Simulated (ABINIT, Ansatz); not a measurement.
**How the form of the self-energy moves the gap of Sr2H3I (P-3m1)**

Wanted: the gap of Sr2H3I (P-3m1) under several approximations, with cost.

Program: ABINIT 10.8.3. Level of theory: LDA and many-body steps on it, plane waves. Results are calculated unless marked as measured.

## 1. The starting structure

It takes space group P-3m1 (No. 164, trigonal). The conventional cell has a = 4.243 Å, b = 4.243 Å, c = 7.683 Å, α = 90.00°, β = 90.00°, γ = 120.00°. Sr has 7 H at 2.47 to 2.81 Å and 3 I at 3.48 Å nearest. H has 6 H at 2.68 Å and 6 Sr at 2.81 Å nearest. H has 4 Sr at 2.47 Å nearest. I has 6 Sr at 3.48 Å nearest. Farther neighbours and most contacts between anions are not listed.

As a file:

```cif
data_structure
_symmetry_space_group_name_H-M 'P 1'
_symmetry_Int_Tables_number 1
_cell_length_a 4.2427
_cell_length_b 4.2427
_cell_length_c 7.6827
_cell_angle_alpha 90.000
_cell_angle_beta 90.000
_cell_angle_gamma 120.000
_cell_volume 119.77
loop_
_atom_site_label
_atom_site_type_symbol
_atom_site_fract_x
_atom_site_fract_y
_atom_site_fract_z
_atom_site_occupancy
Sr1 Sr 0.66667 0.33333 0.67866 1
Sr2 Sr 0.33333 0.66667 0.32134 1
H3 H 0.00000 0.00000 0.50000 1
H4 H 0.66667 0.33333 0.35725 1
H5 H 0.33333 0.66667 0.64275 1
I6 I 0.00000 0.00000 0.00000 1
```

The cell and positions are those that the Materials Project relaxed with its own functionals (PBE, PBE+U or r2SCAN), kept fixed. Spin-orbit coupling is left out unless a step names it.

## 2. Empty states on the mesh, 3×3×2 mesh, 597 bands

This step: ABINIT 10.8.3; DFT, LDA, plane waves, norm-conserving pseudopotentials.

The sums over transitions need many empty states on a uniform mesh; this step solves for them.

The input, run.abi:

```
acell 3*1.0 Angstrom
rprim 
  4.242728767114 -0.000000000028 0.000000000000
  -2.121364383533 3.674310893702 0.000000000000
  0.000000000000 0.000000000000 7.682747430000
ntypat 3
znucl 38 1 53
natom 6
typat 1 1 2 2 2 3
xred 
  0.666666666667 0.333333333333 0.678655290000
  0.333333333333 0.666666666667 0.321344710000
  0.000000000000 0.000000000000 0.500000000000
  0.666666666667 0.333333333333 0.357251500000
  0.333333333333 0.666666666667 0.642748500000
  0.000000000000 0.000000000000 0.000000000000
pp_dirpath "pseudos"
pseudos "Sr.upf, H.upf, I.upf"
ecut 31
ngkpt 3 3 2
nshiftk 1
shiftk 0 0 0
kptopt 1
chksymbreak 0
iscf -2
irdden 1
istwfk *1
nband 597
nbdbuf 54
tolwfr 1e-09
nstep 60
prtvol 0
indata_prefix "in"
outdata_prefix "out"
tmpdata_prefix "tmp"
```

Command:

```console
> OMP_NUM_THREADS=1 mpirun -n 4 abinit run.abi > log
```

Numbers of over 12 decimals in the logs are rounded to 6 here.

Log:

```text
.Version 10.8.3 of ABINIT. v10.8.2 released Aug 2026.

 Symmetries : space group P-3 m 1 (#164); Bravais hP (primitive hexag.)
[... echo of the input left out ...]
== DATASET  1 ==================================================================
-   mpi_nproc: 4, omp_nthreads: 1 (-1 if OMP is not activated)

--- !DatasetInfo
iteration_state: {dtset: 1, }
dimensions: {natom: 6, nkpt: 6, mband: 597, nsppol: 1, nspinor: 1, nspden: 1, mpw: 6684, }
cutoff_energies: {ecut:  31.0, pawecutdg:  -1.0, }
[...]
5.77426    5.77432    5.78173    5.79581    5.80622    5.80634    5.81575    5.81723
   5.81806    5.83333    5.83519    5.83603    5.83694    5.84065    5.84616    5.84808
   5.85921    5.86206    5.86975    5.88164    5.88714
 prteigrs : prtvol=0 or 1, do not print more k-points.

== END DATASET(S) ==============================================================
================================================================================

 -outvars: echo values of variables after computation  --------
            nband         597
             nkpt           6
          spgroup         164
 [... the other variables as echoed above ...]

 Calculation completed.
```

Wall time 12 min (4 MPI ranks of Arm Neoverse V1, shared host); peak memory 0.79 GiB.

This step gave:

```yaml
gap: 1.866 eV
k_of_the_valence_top: 0, 0, 0.5
k_of_the_conduction_bottom: 0.3333, 0.3333, 0
least_direct_gap: 2.319 eV
k_points_computed: 6
lowest_point_of_the_top_converged_band_above_the_valence_top: 143.4816 eV
```

On this mesh the gap is 1.866 eV.

The density comes from a self-consistent run that is not shown.

## 3. Screening, 3×3×2 mesh, 230 bands, screening to 176.9 eV

The RPA dielectric matrix is built and inverted for each q.

This step: RPA screening on LDA, plane waves, norm-conserving pseudopotentials.

Changes to run.abi since step 2:

```diff
@@ -24,10 +24,11 @@
 chksymbreak 0
-iscf -2
-irdden 1
 istwfk *1
-nband 597
-nbdbuf 54
-tolwfr 1e-09
-nstep 60
-prtvol 0
+occopt 1
+irdwfk 1
+optdriver 3
+nband 230
+ecuteps 6.5
+inclvkb 2
+awtr 1
+symchi 1
 indata_prefix "in"
```

Log:

```text
.Version 10.8.3 of ABINIT. v10.8.2 released Aug 2026.

 Symmetries : space group P-3 m 1 (#164); Bravais hP (primitive hexag.)
[... echo of the input left out ...]
== DATASET  1 ==================================================================
-   mpi_nproc: 4, omp_nthreads: 1 (-1 if OMP is not activated)

--- !DatasetInfo
iteration_state: {dtset: 1, }
dimensions: {natom: 6, nkpt: 6, mband: 230, nsppol: 1, nspinor: 1, nspden: 1, mpw: 6684, }
cutoff_energies: {ecut:  31.0, pawecutdg:  -1.0, }
electrons: {nelect:   3.00000000E+01, charge:   0.00000000E+00, occopt:   1.00000000E+00, tsmear:   1.00000000E-02, }

 SCREENING: Calculation of the susceptibility and dielectric matrices

 Based on a program developped by R.W. Godby, V. Olevano, G. Onida, and L. Reining.
 Incorporated in ABINIT by V. Olevano, G.-M. Rignanese, and M. Torrent.
.Using double precision arithmetic ; gwpc =  8

[... cell and pseudopotentials left out ...]
--------------------------------------------------------------------------------

 ==== K-mesh for the wavefunctions ====
 Number of points in the irreducible wedge :     6
[... list of points left out ...]
 Together with 12 symmetry operations and time-reversal symmetry
 yields    18 points in the full Brillouin Zone.

 ==== Q-mesh for the screening function ====
 Number of points in the irreducible wedge :     6
[... list of points left out ...]
 Together with 12 symmetry operations and time-reversal symmetry
 yields    18 points in the full Brillouin Zone.

 setmesh: FFT mesh size selected  =    25x   25x   54
          total number of points  =        33750

 vcoul_init : cutoff-mode = AUXILIARY_FUNCTION
 q-points for optical limit:   1
     1)      0.000010    0.000020    0.000030

- screening: taking advantage of time-reversal symmetry
- Maximum band index for partially occupied states nbvw = 15
- Remaining bands to be divided among processors   nbcw = 215
- Number of bands treated by each node ~53

 Number of electrons calculated from density =   30.0000; Expected =   30.0000
 average of density, n =  0.037118
 r_s =    1.8597
 omega_plasma =   18.5844 [eV]

 calculating chi0 at frequencies [eV] :
  1    0.000000E+00    0.000000E+00
  2    0.000000E+00    1.858442E+01

--------------------------------------------------------------------------------
  q-point number  1        q = ( 0.000000, 0.000000, 0.000000) [r.l.u.]
--------------------------------------------------------------------------------
[... chi0 elements left out ...]
 For q-point:  0.000010 0.000020 0.000030
  dielectric constant =   5.5173
  dielectric constant without local fields =   6.2415

  Average fulfillment of the sum rule on Im[epsilon] for q-point    1 :     91.03  [%]
[... wings left out ...]
  q-point number  2        q = ( 0.333333, 0.000000, 0.000000) [r.l.u.]
--------------------------------------------------------------------------------
[... chi0 elements left out ...]
  Average fulfillment of the sum rule on Im[epsilon] for q-point    2 :     93.06  [%]

 [... 4 further q-points ...]
```

Run time: 96 s. Hardware: 4 MPI ranks; peak memory 1.5 GiB; 6.4 min of CPU time.

Numbers from this step:

```
ε∞ with local fields, on this mesh, along the program's q direction : 5.517
the same without local fields                                       : 6.242
plasma frequency                                                    : 18.58 eV
plane waves in the screening matrix                                 : 659
```

Local fields lower ε∞ by 12 %. On a Γ-centred mesh this coarse the value itself is usually too large, while a short band sum pulls it down.

## 4. G0W0, Godby-Needs plasmon pole

The self-energy is evaluated for the states that the input lists, and the levels follow from it, in one-shot runs by the linearised quasiparticle equation.

This step: G0W0 on LDA, plane waves, norm-conserving pseudopotentials.

Changes to run.abi since step 3:

```diff
@@ -27,8 +27,19 @@
 irdwfk 1
-optdriver 3
+optdriver 4
 nband 230
+gwcalctyp 0
+ecutsigx 31
+symsigma 1
+nkptgw 3
+kptgw 
+  0.0000000000 0.0000000000 0.5000000000
+  0.3333333333 0.3333333333 0.0000000000
+  0.0000000000 0.0000000000 0.0000000000
+bdgw 
+  13 18
+  14 17
+  13 18
 ecuteps 6.5
-inclvkb 2
-awtr 1
-symchi 1
+irdscr 1
+ppmodel 1
 indata_prefix "in"
```

Log:

```text
.Version 10.8.3 of ABINIT. v10.8.2 released Aug 2026.

 Symmetries : space group P-3 m 1 (#164); Bravais hP (primitive hexag.)
[... echo of the input left out ...]
== DATASET  1 ==================================================================
-   mpi_nproc: 4, omp_nthreads: 1 (-1 if OMP is not activated)

--- !DatasetInfo
iteration_state: {dtset: 1, }
dimensions: {natom: 6, nkpt: 6, mband: 230, nsppol: 1, nspinor: 1, nspden: 1, mpw: 6684, }
cutoff_energies: {ecut:  31.0, pawecutdg:  -1.0, }
electrons: {nelect:   3.00000000E+01, charge:   0.00000000E+00, occopt:   1.00000000E+00, tsmear:   1.00000000E-02, }

 SIGMA: Calculation of the GW corrections

 Based on a program developped by R.W. Godby, V. Olevano, G. Onida, and L. Reining.
 Incorporated in ABINIT by V. Olevano, G.-M. Rignanese, and M. Torrent.
.Using double precision arithmetic ; gwpc =  8

[... cell and pseudopotentials left out ...]
--------------------------------------------------------------------------------

 ==== K-mesh for the wavefunctions ====
 Number of points in the irreducible wedge :     6
[... list of points left out ...]
 Together with 12 symmetry operations and time-reversal symmetry
 yields    18 points in the full Brillouin Zone.

 ==== Q-mesh for screening function ====
 Number of points in the irreducible wedge :     6
[... list of points left out ...]
 Together with 12 symmetry operations and time-reversal symmetry
 yields    18 points in the full Brillouin Zone.

 vcoul_init : cutoff-mode = AUXILIARY_FUNCTION
 q-points for optical limit:   1
     1)      0.000010    0.000020    0.000030
 setmesh: FFT mesh size selected  =    36x   36x   75
          total number of points  =        97200

 Number of electrons calculated from density =   30.0000; Expected =   30.0000
 average of density, n =  0.037118
 r_s =    1.8597
 omega_plasma =   18.5844 [eV]

 === KS Band Gaps ===
  >>>> For spin  1
   Minimum direct gap =   2.3194 [eV], located at k-point      :   0.0000  0.0000  0.5000
   Fundamental gap    =   1.8666 [eV], Top of valence bands at :   0.0000  0.0000  0.5000
                                       Bottom of conduction at :   0.3333  0.3333  0.0000
 SIGMA fundamental parameters:
 PLASMON POLE MODEL  1
 number of plane-waves for SigmaX                 6655
 number of plane-waves for SigmaC and W            659
 number of plane-waves for wavefunctions          6655
 number of bands                                   230
 number of independent spin polarizations            1
 number of spinorial components                      1
 number of k-points in IBZ                           6
 number of q-points in IBZ                           6
 number of symmetry operations                      12
 number of k-points in BZ                           18
 number of q-points in BZ                           18
 number of frequencies for dSigma/dE                 9
 frequency step for dSigma/dE [eV]                0.25
 number of omega for Sigma on real axis              0
 max omega for Sigma on real axis  [eV]           0.00
 zcut for avoiding poles [eV]                     0.10

 EPSILON^-1 parameters (SCR file):
 dimension of the eps^-1 matrix on file            659
 dimension of the eps^-1 matrix used               659
 number of plane-waves for wavefunctions          6655
 number of bands                                   230
 number of q-points in IBZ                           6
 number of frequencies                               2
 number of real frequencies                          1
 number of imag frequencies                          1

 matrix elements of self-energy operator (all in [eV])

 Perturbative Calculation

--- !SelfEnergy_ee
iteration_state: {dtset: 1, }
kpoint     : [   0.000,    0.000,    0.500, ]
spin       : 1
KS_gap     :    2.319
QP_gap     :    4.004
Delta_QP_KS:    1.685
data: !SigmaeeData |
     Band     E0 <VxcDFT>   SigX SigC(E0)      Z dSigC/dE  Sig(E)    E-E0       E
       13   2.488 -11.332 -14.038   1.548   0.798  -0.253 -12.257  -0.925   1.564
       14   2.488 -11.332 -14.038   1.548   0.798  -0.253 -12.257  -0.925   1.564
       15   4.994 -10.962 -13.383   1.269   0.782  -0.279 -11.863  -0.901   4.093
       16   7.314  -8.552  -3.978  -3.625   0.826  -0.210  -7.768   0.784   8.098
       17   7.435  -9.944  -4.921  -3.758   0.816  -0.226  -8.912   1.032   8.466
       18   7.435  -9.944  -4.921  -3.758   0.816  -0.226  -8.912   1.032   8.466

--- !SelfEnergy_ee
iteration_state: {dtset: 1, }
kpoint     : [   0.333,    0.333,    0.000, ]
spin       : 1
KS_gap     :    4.518
QP_gap     :    6.399
Delta_QP_KS:    1.880
data: !SigmaeeData |
     Band     E0 <VxcDFT>   SigX SigC(E0)      Z dSigC/dE  Sig(E)    E-E0       E
[...]
--- !SelfEnergy_ee
iteration_state: {dtset: 1, }
kpoint     : [   0.000,    0.000,    0.000, ]
spin       : 1
KS_gap     :    2.689
QP_gap     :    4.394
Delta_QP_KS:    1.706
data: !SigmaeeData |
     Band     E0 <VxcDFT>   SigX SigC(E0)      Z dSigC/dE  Sig(E)    E-E0       E
[...]
16   7.567  -9.019  -4.311  -3.689   0.822  -0.217  -8.182   0.837   8.404
       17   7.653 -10.364  -5.050  -3.919   0.813  -0.230  -9.230   1.134   8.787
       18   7.653 -10.364  -5.050  -3.919   0.813  -0.230  -9.230   1.134   8.787

== END DATASET(S) ==============================================================
================================================================================

 -outvars: echo values of variables after computation  --------
           etotal      0.0000000000E+00
            nband         230
             nkpt           6
          spgroup         164
 [... the other variables as echoed above ...]

 Calculation completed.
```

It took 2 min on 4 MPI ranks; peak memory 1.9 GiB; 8.2 min of CPU time.

This step gave:

```yaml
g0w0_gap_on_the_points_computed: 3.663 eV
starting_gap_on_the_mesh: 1.866 eV
k_of_the_valence_top: 0, 0, 0.5
k_of_the_conduction_bottom: 0.3333, 0.3333, 0
z_at_the_valence_top: 0.782
z_at_the_conduction_bottom: 0.819
least_direct_g0w0_gap_on_the_computed_points: 4.005 eV
```

The gap on the mesh goes from 1.87 eV to 3.66 eV, a correction of +1.80 eV.

## 5. G0W0, von der Linden-Horsch plasmon pole

Changes to run.abi since step 4:

```diff
@@ -43,3 +43,3 @@
 irdscr 1
-ppmodel 1
+ppmodel 3
 indata_prefix "in"
```

Log:

```text
.Version 10.8.3 of ABINIT. v10.8.2 released Aug 2026.

 Symmetries : space group P-3 m 1 (#164); Bravais hP (primitive hexag.)
[... echo of the input left out ...]
== DATASET  1 ==================================================================
-   mpi_nproc: 4, omp_nthreads: 1 (-1 if OMP is not activated)

--- !DatasetInfo
iteration_state: {dtset: 1, }
dimensions: {natom: 6, nkpt: 6, mband: 230, nsppol: 1, nspinor: 1, nspden: 1, mpw: 6684, }
cutoff_energies: {ecut:  31.0, pawecutdg:  -1.0, }
electrons: {nelect:   3.00000000E+01, charge:   0.00000000E+00, occopt:   1.00000000E+00, tsmear:   1.00000000E-02, }

 SIGMA: Calculation of the GW corrections

 Based on a program developped by R.W. Godby, V. Olevano, G. Onida, and L. Reining.
 Incorporated in ABINIT by V. Olevano, G.-M. Rignanese, and M. Torrent.
.Using double precision arithmetic ; gwpc =  8

[... cell and pseudopotentials left out ...]
--------------------------------------------------------------------------------

 ==== K-mesh for the wavefunctions ====
 Number of points in the irreducible wedge :     6
[... list of points left out ...]
 Together with 12 symmetry operations and time-reversal symmetry
 yields    18 points in the full Brillouin Zone.

 ==== Q-mesh for screening function ====
 Number of points in the irreducible wedge :     6
[... list of points left out ...]
 Together with 12 symmetry operations and time-reversal symmetry
 yields    18 points in the full Brillouin Zone.

 vcoul_init : cutoff-mode = AUXILIARY_FUNCTION
 q-points for optical limit:   1
     1)      0.000010    0.000020    0.000030
 setmesh: FFT mesh size selected  =    36x   36x   75
          total number of points  =        97200

 Number of electrons calculated from density =   30.0000; Expected =   30.0000
[...]
number of plane-waves for wavefunctions          6655
 number of bands                                   230
 number of q-points in IBZ                           6
 number of frequencies                               2
 number of real frequencies                          1
 number of imag frequencies                          1

 matrix elements of self-energy operator (all in [eV])

 Perturbative Calculation

--- !SelfEnergy_ee
iteration_state: {dtset: 1, }
kpoint     : [   0.000,    0.000,    0.500, ]
spin       : 1
KS_gap     :    2.319
QP_gap     :    4.162
Delta_QP_KS:    1.842
data: !SigmaeeData |
     Band     E0 <VxcDFT>   SigX SigC(E0)      Z dSigC/dE  Sig(E)    E-E0       E
       13   2.488 -11.332 -14.038   1.171   0.841  -0.189 -12.623  -1.291   1.198
       14   2.488 -11.332 -14.038   1.171   0.841  -0.189 -12.623  -1.291   1.198
       15   4.994 -10.962 -13.383   0.852   0.831  -0.204 -12.266  -1.304   3.690
[...]
--- !SelfEnergy_ee
iteration_state: {dtset: 1, }
kpoint     : [   0.333,    0.333,    0.000, ]
spin       : 1
KS_gap     :    4.518
QP_gap     :    6.581
Delta_QP_KS:    2.063
data: !SigmaeeData |
     Band     E0 <VxcDFT>   SigX SigC(E0)      Z dSigC/dE  Sig(E)    E-E0       E
[...]
--- !SelfEnergy_ee
iteration_state: {dtset: 1, }
kpoint     : [   0.000,    0.000,    0.000, ]
spin       : 1
KS_gap     :    2.689
QP_gap     :    4.556
Delta_QP_KS:    1.868
data: !SigmaeeData |
     Band     E0 <VxcDFT>   SigX SigC(E0)      Z dSigC/dE  Sig(E)    E-E0       E
[...]
17   7.653 -10.364  -5.050  -4.271   0.854  -0.171  -9.473   0.890   8.543
       18   7.653 -10.364  -5.050  -4.271   0.854  -0.171  -9.473   0.890   8.543

== END DATASET(S) ==============================================================
================================================================================

 -outvars: echo values of variables after computation  --------
           etotal      0.0000000000E+00
            nband         230
             nkpt           6
          spgroup         164
 [... the other variables as echoed above ...]

 Calculation completed.
```

Elapsed: 43 s, on 4 MPI ranks; peak memory 1.6 GiB.

This step gave:

```yaml
g0w0_gap_on_the_points_computed: 3.784 eV
starting_gap_on_the_mesh: 1.866 eV
k_of_the_valence_top: 0, 0, 0.5
k_of_the_conduction_bottom: 0.3333, 0.3333, 0
z_at_the_valence_top: 0.831
z_at_the_conduction_bottom: 0.858
least_direct_g0w0_gap_on_the_computed_points: 4.162 eV
```

Against G0W0 in ABINIT (3×3×2 mesh, 230 bands, screening to 176.9 eV, Godby-Needs plasmon pole), the gap moves by +0.121 eV.

## 6. G0W0, Engel-Farid plasmon pole

Changes to run.abi since step 5:

```diff
@@ -43,3 +43,3 @@
 irdscr 1
-ppmodel 3
+ppmodel 4
 indata_prefix "in"
```

Log:

```text
.Version 10.8.3 of ABINIT. v10.8.2 released Aug 2026.

 Symmetries : space group P-3 m 1 (#164); Bravais hP (primitive hexag.)
[... echo of the input left out ...]
== DATASET  1 ==================================================================
-   mpi_nproc: 4, omp_nthreads: 1 (-1 if OMP is not activated)

--- !DatasetInfo
iteration_state: {dtset: 1, }
dimensions: {natom: 6, nkpt: 6, mband: 230, nsppol: 1, nspinor: 1, nspden: 1, mpw: 6684, }
cutoff_energies: {ecut:  31.0, pawecutdg:  -1.0, }
[...]
Band     E0 <VxcDFT>   SigX SigC(E0)      Z dSigC/dE  Sig(E)    E-E0       E
[...]
17   7.653 -10.364  -5.050  -4.070   0.819  -0.221  -9.345   1.019   8.672
       18   7.653 -10.364  -5.050  -4.070   0.819  -0.221  -9.345   1.019   8.672

== END DATASET(S) ==============================================================
================================================================================

 -outvars: echo values of variables after computation  --------
           etotal      0.0000000000E+00
            nband         230
             nkpt           6
          spgroup         164
 [... the other variables as echoed above ...]

 Calculation completed.
```

Run time: 44 s. Hardware: 4 MPI ranks; peak memory 1.6 GiB; 2.9 min of CPU time.

This step gave:

```yaml
g0w0_gap_on_the_points_computed: 3.638 eV
starting_gap_on_the_mesh: 1.866 eV
k_of_the_valence_top: 0, 0, 0.5
k_of_the_conduction_bottom: 0.3333, 0.3333, 0
least_direct_g0w0_gap_on_the_computed_points: 4.01 eV
```

Against G0W0 in ABINIT (3×3×2 mesh, 230 bands, screening to 176.9 eV, Godby-Needs plasmon pole), the gap moves by −0.025 eV.

[end of part 1 of 2]

[Paths, hosts, dates, memory and timing lines, banners, echoed tables and standing remarks are left out of the program output.]

[Logs are printed without paths, hosts, clocks, repeated set-up lines and the standing remarks that a program may print on its own settings, such as how far it seeks lower states.]

[Runs of the session that timed out or met a known fault of the program may be left out.]

[Hosts, paths, dates, database ids (printed as entryN), source tags and the programs' standing remarks are cut or masked in the printed files.]

[G0W0 gaps are taken among the corrected bands and points alone; a level outside them can change the order at an edge.]

[Where Ansatz stands beside ABINIT at settings called matched, ABINIT's density can come from a denser mesh and the files from another edition; pairs whose starting gaps differed by over 0.03 eV were left out, so agreement reads better than it is.]
